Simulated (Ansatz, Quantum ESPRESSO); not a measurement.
# CsCaH3 (Pm-3m): third-order response, part 2 of 3

Wanted: vibrational spectra of CsCaH3 (Pm-3m) from linear and non-linear response.

Quantum ESPRESSO 8.0 development, patched; DFT LDA, scalar-relativistic, plane waves, PseudoDojo norm-conserving pseudopotentials.

So far. Step 2 (A first look): A gap of 2.8 eV opens on this mesh, so the crystal is taken as an insulator; the start stands at -2.4 GPa. Step 4 (Ground state): The cell stands at -0.008 GPa, close enough for phonons. The relaxed cell has a = 4.467 Å (conventional setting).

## Step 5: Linear response at Γ

At q = 0 one unit cell holds all displacements; symmetry groups them into irreducible representations that are solved one by one. The response to a field gives ε∞ and the Born charges, which polar modes need. Third-order response adds the Raman tensors.

The input, ph.in:

```
phonons
 &inputph
    prefix='x',
    outdir='./tmp',
    fildyn='g.dyn',
    tr2_ph=1.0d-18,
    epsil=.true.,
    lraman=.true.,
    elop=.true.,
 /
0.000000000000 0.000000000000 0.000000000000
```

On the command line:

```sh
$ OMP_NUM_THREADS=1 mpirun -n 2 ph.x -nk 2 -in ph.in > ph.out
```

The log of the run:

```text
[banners, grids, parts of the stress and lines that vanish by symmetry left out]
[banner, memory and clock lines left out]
Program PHONON v.8.0dev

[...]
(   1q-points):
[...]
Exchange-correlation= PW
                           (   1   4   0   0   0   0   0)
[...]
kinetic-energy cut-off    =      74.0000  Ry
     charge density cut-off    =     296.0000  Ry
     convergence threshold     =      1.0E-18
[...]
Exchange-correlation= PW
                           (   1   4   0   0   0   0   0)
[...]
q = (   0.0000000   0.0000000   0.0000000 )
     49 Sym.Ops. (with q -> -q+G )
     G cutoff =  534.3057  (  51867 G-vectors)     FFT grid: ( 48, 48, 48)
     number of k points=    10
[...]
Mode symmetry, O_h (m-3m)  point group:
[...]
Dielectric constant
[...]
End of electric fields calculation
          Dielectric constant in cartesian axis
          (       3.887908806       0.000000000       0.000000000 )
          (       0.000000000       3.887908806       0.000000000 )
          (       0.000000000       0.000000000       3.887908806 )
          Effective charges (d Force / dE) in cartesian axis without acoustic sum rule applied (asr)
           atom    1  Cs    Mean Z*:        1.09400
      Ex  (        1.09400        0.00000        0.00000 )
      Ey  (        0.00000        1.09400        0.00000 )
      Ez  (        0.00000        0.00000        1.09400 )
           atom    2  Ca    Mean Z*:        1.92995
      Ex  (        1.92995        0.00000        0.00000 )
      Ey  (        0.00000        1.92995        0.00000 )
      Ez  (        0.00000        0.00000        1.92995 )
           atom    3  H     Mean Z*:       -1.01445
      Ex  (       -0.97088        0.00000        0.00000 )
      Ey  (        0.00000       -1.10158        0.00000 )
      Ez  (        0.00000        0.00000       -0.97088 )
           atom    4  H     Mean Z*:       -1.01445
      Ex  (       -1.10158        0.00000        0.00000 )
      Ey  (        0.00000       -0.97088        0.00000 )
      Ez  (        0.00000        0.00000       -0.97088 )
           atom    5  H     Mean Z*:       -1.01445
      Ex  (       -0.97088        0.00000        0.00000 )
      Ey  (        0.00000       -0.97088        0.00000 )
      Ez  (        0.00000        0.00000       -1.10158 )
          Effective charges Sum: Mean:       -0.01939
[...]
Effective charges (d Force / dE) in cartesian axis with asr applied:
           atom    1  Cs    Mean Z*:        1.09788
[...]
atom    2  Ca    Mean Z*:        1.93383
[...]
atom    3  H     Mean Z*:       -1.01057
[...]
atom    4  H     Mean Z*:       -1.01057
[...]
atom    5  H     Mean Z*:       -1.01057
[...]
Dielectric constant from finite-differences
          (       3.887929395       0.000000000       0.000000000 )
          (       0.000000000       3.887929395       0.000000000 )
          (       0.000000000       0.000000000       3.887929395 )
[...]
(       0.000000000       0.000000000       0.000000000 )
          (       0.000000000       0.000000000      -0.000000000 )
          (       0.000000000       0.000000000       0.000000000 )
          (       0.000000000       0.000000000      -0.000000000 )
          (       0.000000000       0.000000000       0.000000000 )
          (       0.000000000       0.000000000       0.000000000 )
          (       0.000000000       0.000000000       0.000000000 )
          (       0.000000000       0.000000000       0.000000000 )
[...]
(       0.000000000       0.000000000       0.000000000 )
          (      -0.000000000       0.000000000       0.000000000 )
          (       0.000000000       0.000000000       0.000000000 )
          (       0.000000000       0.000000000       0.000000000 )
          (       0.000000000       0.000000000       0.000000000 )
[...]
Representation #   1 modes #   1   2   3
[...]
End of self-consistent calculation
     Convergence has been achieved
     Representation #   2 modes #   4   5   6
[...]
End of self-consistent calculation
     Convergence has been achieved
     Representation #   3 modes #   7   8   9
[...]
End of self-consistent calculation
     Convergence has been achieved
     Representation #   4 modes #  10  11  12
[...]
End of self-consistent calculation
     Convergence has been achieved
     Representation #   5 modes #  13  14  15
[...]
End of self-consistent calculation
     Convergence has been achieved
[...]
Dielectric constant in cartesian axis
          (       3.887908806       0.000000000       0.000000000 )
          (       0.000000000       3.887908806       0.000000000 )
          (       0.000000000       0.000000000       3.887908806 )
          Effective charges (d Force / dE) in cartesian axis without acoustic sum rule applied (asr)
           atom    1  Cs    Mean Z*:        1.09400
      Ex  (        1.09400        0.00000        0.00000 )
      Ey  (        0.00000        1.09400        0.00000 )
      Ez  (        0.00000        0.00000        1.09400 )
           atom    2  Ca    Mean Z*:        1.92995
      Ex  (        1.92995        0.00000        0.00000 )
      Ey  (        0.00000        1.92995        0.00000 )
      Ez  (        0.00000        0.00000        1.92995 )
           atom    3  H     Mean Z*:       -1.01445
      Ex  (       -0.97088        0.00000        0.00000 )
      Ey  (        0.00000       -1.10158        0.00000 )
      Ez  (        0.00000        0.00000       -0.97088 )
           atom    4  H     Mean Z*:       -1.01445
      Ex  (       -1.10158        0.00000        0.00000 )
      Ey  (        0.00000       -0.97088        0.00000 )
      Ez  (        0.00000        0.00000       -0.97088 )
           atom    5  H     Mean Z*:       -1.01445
      Ex  (       -0.97088        0.00000        0.00000 )
      Ey  (        0.00000       -0.97088        0.00000 )
      Ez  (        0.00000        0.00000       -1.10158 )
          Effective charges Sum: Mean:       -0.01939
[...]
Effective charges (d Force / dE) in cartesian axis with asr applied:
           atom    1  Cs    Mean Z*:        1.09788
[...]
atom    2  Ca    Mean Z*:        1.93383
[...]
atom    3  H     Mean Z*:       -1.01057
[...]
atom    4  H     Mean Z*:       -1.01057
[...]
atom    5  H     Mean Z*:       -1.01057
[...]
q = (    0.000000000   0.000000000   0.000000000 )
[...]
freq (    1) =      -0.031987 [THz] =      -1.066962 [cm-1]
     freq (    2) =      -0.031987 [THz] =      -1.066962 [cm-1]
     freq (    3) =      -0.031987 [THz] =      -1.066962 [cm-1]
     freq (    4) =       3.516447 [THz] =     117.296048 [cm-1]
     freq (    5) =       3.516447 [THz] =     117.296048 [cm-1]
     freq (    6) =       3.516447 [THz] =     117.296048 [cm-1]
     freq (    7) =      12.962826 [THz] =     432.393342 [cm-1]
     freq (    8) =      12.962826 [THz] =     432.393342 [cm-1]
     freq (    9) =      12.962826 [THz] =     432.393342 [cm-1]
     freq (   10) =      13.817985 [THz] =     460.918379 [cm-1]
     freq (   11) =      13.817985 [THz] =     460.918379 [cm-1]
     freq (   12) =      13.817985 [THz] =     460.918379 [cm-1]
     freq (   13) =      33.288477 [THz] =    1110.384077 [cm-1]
     freq (   14) =      33.288477 [THz] =    1110.384077 [cm-1]
     freq (   15) =      33.288477 [THz] =    1110.384077 [cm-1]
[...]
Mode symmetry, O_h (m-3m)  point group:
     freq (   1-   3) =         -1.1  [cm-1]   --> T_1u G_15  G_4- I
     freq (   4-   6) =        117.3  [cm-1]   --> T_1u G_15  G_4- I
     freq (   7-   9) =        432.4  [cm-1]   --> T_2u G_25  G_5-
     freq (  10-  12) =        460.9  [cm-1]   --> T_1u G_15  G_4- I
     freq (  13-  15) =       1110.4  [cm-1]   --> T_1u G_15  G_4- I
```

It took 11 min on 2 MPI ranks of Intel Xeon Platinum 8488C (Sapphire Rapids), shared host.

Numbers from this step:

```
miss of the charge sum rule                                       : 0.01939 e
largest acoustic frequency at the zone centre before the sum rule : -1.07 cm⁻¹
highest optical zone-centre mode (no LO-TO term)                  : 1110 cm⁻¹
lowest optical zone-centre mode                                   : 117.3 cm⁻¹
mean high-frequency dielectric constant                           : 3.888
largest Born charge in size (third of the trace)                  : 1.93 e
```

Born charge (rows field, columns displacement), before the sum rule (e), principal values of the symmetric part by kind of site:

```
atom  atoms with these values    low  middle   high   mean
 Cs1                        1   1.09    1.09   1.09   1.09
 Ca2                        1   1.93    1.93   1.93   1.93
  H3                        3  -1.10   -0.97  -0.97  -1.01
```

In full for H3:

```
-0.97  0.00  0.00
 0.00 -1.10  0.00
 0.00  0.00 -0.97
```

High-frequency dielectric tensor:

```
3.89 0.00 0.00
0.00 3.89 0.00
0.00 0.00 3.89
```

The acoustic modes at Γ come out as far as 1.1 cm⁻¹ from zero, where they should vanish, a small numerical error; the Born charges miss their sum rule by 0.019 e, which is good.

## Step 6: Zone-centre analysis

A rigid shift of the crystal must cost nothing, but grids and finite bases break this; the acoustic sum rule is imposed before the matrix is diagonalised again. With Born charges the intensities follow, and the static dielectric tensor.

The input, dynmat.in:

```
 &input
    fildyn='g.dyn',
    asr='simple',
    fileig='dynmat.eig',
    lperm=.true.,
 /
```

On the command line:

```sh
$ dynmat.x -in dynmat.in > dynmat.out
```

The log of the run:

```text
[banner, memory and clock lines left out]
Program DYNMAT v.8.0dev

     Reading Dynamical Matrix from file g.dyn
     ...Force constants read
     ...epsilon and Z* read
     ...Raman cross sections read
     A direction for q was not specified:TO-LO splitting will be absent

     Polarizability (A^3 units)
     multiply by 0.509519 for Clausius-Mossotti correction (not under assume_isolated = 'mt')
        20.486313    0.000000    0.000000
         0.000000   20.486313    0.000000
         0.000000    0.000000   20.486313

     IR activities are in (D/A)^2/amu units

# mode   [cm-1]    [THz]      IR
    1     -0.00   -0.0000    0.0000
    2     -0.00   -0.0000    0.0000
    3     -0.00   -0.0000    0.0000
    4    117.31    3.5168    0.0657
    5    117.31    3.5168    0.0657
    6    117.31    3.5168    0.0657
    7    432.42   12.9635    0.0000
    8    432.42   12.9635    0.0000
    9    432.42   12.9635    0.0000
   10    460.94   13.8186   48.5828
   11    460.94   13.8186   48.5828
   12    460.94   13.8186   48.5828
   13   1110.36   33.2877   24.0974
   14   1110.36   33.2877   24.0974
   15   1110.36   33.2877   24.0974

Electronic dielectric permittivity tensor (relative, adimensional)
         3.887909    0.000000    0.000000
         0.000000    3.887909    0.000000
         0.000000    0.000000    3.887909

 ... with zone-center polar mode contributions
         9.940607   -0.000000    0.000000
        -0.000000    9.940607   -0.000000
         0.000000   -0.000000    9.940607

[end of the log left out, with the tail of the file of modes that dynmat.x writes under the same name]
```

It took 0.81 s on 1 thread.

This step gave:

```
mean static dielectric constant : 9.941
```

Unit eigenvectors of the mass-weighted matrix after the sum rule; no LO-TO term. Modes at Γ, with each element's share of the kinetic energy:

```
mode  frequency (cm⁻¹)  symmetry  Cs %  Ca %  H %
   1               0.0  acoustic    76    23    2
   2               0.0  acoustic    76    23    2
   3               0.0  acoustic    76    23    2
   4             117.3       T1u    24    73    2
   5             117.3       T1u    24    73    2
   6             117.3       T1u    24    73    2
   7             432.4       T2u     0     0  100
   8             432.4       T2u     0     0  100
   9             432.4       T2u     0     0  100
  10             460.9       T1u     0     2   98
  11             460.9       T1u     0     2   98
  12             460.9       T1u     0     2   98
  13            1110.4       T1u     0     2   98
  14            1110.4       T1u     0     2   98
  15            1110.4       T1u     0     2   98
```

Displacements in mode 6 (117.3 cm⁻¹), the largest set to 1:
```
Cs1  0.00  0.00 -0.32
Ca2  0.00  0.00  1.00
H3   0.00  0.00  0.53
H4   0.00  0.00  0.53
H5   0.00  0.00  0.87
```

Displacements in mode 12 (460.9 cm⁻¹), the largest set to 1:
```
Cs1  0.00  0.00 -0.01
Ca2  0.00  0.00 -0.03
H3  -0.02  0.00  1.00
H4   0.00  0.00  1.00
H5  -0.02  0.00  0.08
```

Degenerate modes summed, no LO-TO term. Infrared lines, with heights relative to the strongest:

```
position (cm⁻¹)  lines merged  label  IR intensity, relative
            117             3    T1u                     0.1
            432             3    T2u                     0.0
            461             3    T1u                     100
           1110             3    T1u                      50
```

Static dielectric tensor (ions relaxed, fixed cell):

```
9.94 0.00 0.00
0.00 9.94 0.00
0.00 0.00 9.94
```

The rule moves no optical mode by more than 0.1 cm⁻¹.

## Step 7: Sum rules set otherwise: a sum rule for molecules or wires on a crystal

This rule also removes rotations, which suits wires and not a crystal; it is tried to see the harm.

The input, dynmat.in:

```
 &input
    fildyn='g.dyn',
    asr='one-dim',
    fileig='dynmat.eig',
    lperm=.true.,
 /
```

On the command line:

```sh
$ dynmat.x -in dynmat.in > dynmat.out
```

The log of the run:

```text
[banner, memory and clock lines left out]
Program DYNMAT v.8.0dev

     Reading Dynamical Matrix from file g.dyn
     ...Force constants read
     ...epsilon and Z* read
     ...Raman cross sections read
asr rotation axis in 1D system=    3
     Acoustic Sum Rule: || Z*(ASR) - Z*(orig)|| =    1.502021E-02
     Acoustic Sum Rule: ||dyn(ASR) - dyn(orig)||=    4.514843E-02
     Message from routine dynmat:
     WARNING: the charges keep any dipole. Ignore the strengths of the modes set to zero; with q typed a rigid rotation may get a frequency
     A direction for q was not specified:TO-LO splitting will be absent

     Polarizability (A^3 units)
     multiply by 0.509519 for Clausius-Mossotti correction (not under assume_isolated = 'mt')
        20.486313    0.000000    0.000000
         0.000000   20.486313    0.000000
         0.000000    0.000000   20.486313

     IR activities are in (D/A)^2/amu units

# mode   [cm-1]    [THz]      IR
    1     -0.00   -0.0000    0.0000
    2     -0.00   -0.0000    0.0030
    3      0.00    0.0000    0.0041
    4      0.00    0.0000    0.0053
    5    117.30    3.5167    0.0656
    6    117.30    3.5167    0.0656
    7    432.39   12.9628    0.0000
    8    432.39   12.9628    0.0000
    9    457.34   13.7109   45.3232
   10    460.91   13.8178   48.5841
   11    460.91   13.8178   48.5841
   12    474.08   14.2124    2.7809
   13   1097.36   32.8979   24.6294
   14   1110.37   33.2881   24.0961
   15   1110.37   33.2881   24.0961

Electronic dielectric permittivity tensor (relative, adimensional)
         3.887909    0.000000    0.000000
         0.000000    3.887909    0.000000
         0.000000    0.000000    3.887909

 ... with zone-center polar mode contributions
         9.899472    0.041793    0.000000
         0.041793    9.899472   -0.000000
         0.000000    0.000000    9.941264

[end of the log left out, with the tail of the file of modes that dynmat.x writes under the same name]
```

Elapsed: 0.8 s, on 1 thread.

The run ended normally, but on settings that are not sound.

The fault: a sum rule for molecules or wires on a crystal; 1 optical mode is projected out to zero frequency, as if it were a rotation.

For a crystal the rule has to be 'simple' or 'crystal'.

Zone-centre frequencies as printed; negative means imaginary. Modes:

```
mode  frequency (cm⁻¹)
   1                 0
   2                 0
   3                 0
   4                 0
   5             117.3
   6             117.3
   7             432.4
   8             432.4
   9             457.3
  10             460.9
  11             460.9
  12             474.1
  13              1097
  14              1110
  15              1110
```

## Step 8: Modes along a direction of q (1 0 0)

A longitudinal polar mode sets up a macroscopic field that stiffens it; the term hangs on the direction from which q goes to zero.

The input, dynmat.in:

```
 &input
    fildyn='g.dyn',
    asr='simple',
    fileig='dynmat.eig',
    q(1)=1.0,
    q(2)=0.0,
    q(3)=0.0,
 /
```

On the command line:

```sh
$ dynmat.x -in dynmat.in > dynmat.out
```

The log of the run:

```text
[banner, memory and clock lines left out]
Program DYNMAT v.8.0dev

     Reading Dynamical Matrix from file g.dyn
     ...Force constants read
     ...epsilon and Z* read
     ...Raman cross sections read

     Polarizability (A^3 units)
     multiply by 0.509519 for Clausius-Mossotti correction (not under assume_isolated = 'mt')
        20.486313    0.000000    0.000000
         0.000000   20.486313    0.000000
         0.000000    0.000000   20.486313

     IR activities are in (D/A)^2/amu units

# mode   [cm-1]    [THz]      IR
    1     -0.00   -0.0000    0.0000
    2      0.00    0.0000    0.0000
    3      0.00    0.0000    0.0000
    4    117.31    3.5168    0.0657
    5    117.31    3.5168    0.0657
    6    117.96    3.5364    0.0095
    7    432.42   12.9635    0.0000
    8    432.42   12.9635    0.0000
    9    432.42   12.9635    0.0000
   10    460.94   13.8186   48.5828
   11    460.94   13.8186   48.5828
   12    680.68   20.4062   32.4788
   13   1110.36   33.2877   24.0974
   14   1110.36   33.2877   24.0974
   15   1195.64   35.8444   40.2576

[end of the log left out, with the tail of the file of modes that dynmat.x writes under the same name]
```

The job ended after 0.79 s (1 thread).

Read from the output:

```yaml
highest_mode_moved_by_the_lo_to_term: 1196 cm⁻¹
```

Zone-centre frequencies as printed; negative means imaginary. Modes:

```
mode  frequency (cm⁻¹)
   1                 0
   2                 0
   3                 0
   4             117.3
   5             117.3
   6               118
   7             432.4
   8             432.4
   9             432.4
  10             460.9
  11             460.9
  12             680.7
  13              1110
  14              1110
  15              1196
```

The field moves 3 modes; the highest of them now lies at 1196 cm⁻¹, where the highest that moved away lay at 1110.

(Continued in part 3 of 3.)

[Host names and launcher messages were left out of these logs when they were recorded.]

[Logs are printed without paths, hosts, clocks, repeated set-up lines and the standing remarks that a program may print on its own settings, such as how far it seeks lower states.]

[Hosts, paths, dates, database ids (printed as entryN), source tags and the programs' standing remarks are cut or masked in the printed files.]
